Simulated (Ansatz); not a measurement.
System: CdF2 (Fm-3m).

```
Cd F
1.0
     0.00000    2.69400    2.69400
     2.69400    0.00000    2.69400
     2.69400    2.69400    0.00000
Cd F
1 2
Direct
  0.00000 0.00000 0.00000
  0.25000 0.25000 0.25000
  0.75000 0.75000 0.75000
```

The cell and positions come from the Crystallography Open Database and are kept as given unless a step says otherwise.

Gaps computed with Ansatz 0.2.0 without a self-energy: PBE 3.10 eV, HSE06 5.20 eV, PBE0 5.95 eV and DDH-PBE0 7.16 eV. The mean ε∞ by PBE perturbation theory is 2.85.

Question: What gap should G0W0 on PBE give (6×6×6 mesh, 251 empty bands, screening to 200 eV, PAW set soft_1 files)?

About 5.44 eV: on its mesh the run moves the gap from 3.12 eV by +2.35 eV, and the mesh misses the edges by 0.02 eV. Among the scalar-relativistic levels given, HSE06 is nearest (−0.24 eV). One-shot corrections scale roughly with one over ε∞, here 0.35. Bands and cutoff are finite, so the gap is not at the basis limit. The miss can reach some tenths of an eV and take either sign; the mesh is an error of its own. A d shell, filled or nearly so, lies near the gap. One-shot GW converges very slowly in bands there, not always from below, and on a semilocal start the gap tends to come out low; starts rich in exact exchange can overshoot instead. The many-body steps are scalar-relativistic: spin-orbit coupling is not in them.

[Paths, hosts, dates, memory and timing lines, banners, echoed tables and standing remarks are left out of the program output.]

[Logs are printed without paths, hosts, clocks, repeated set-up lines and the standing remarks that a program may print on its own settings, such as how far it seeks lower states.]

[Runs of the session that timed out or met a known fault of the program may be left out.]

[Cells called generated may have been cut or substituted from an entry of the Crystallography Open Database or the Materials Project.]

[Hosts, paths, dates, database ids (printed as entryN), source tags and the programs' standing remarks are cut or masked in the printed files.]
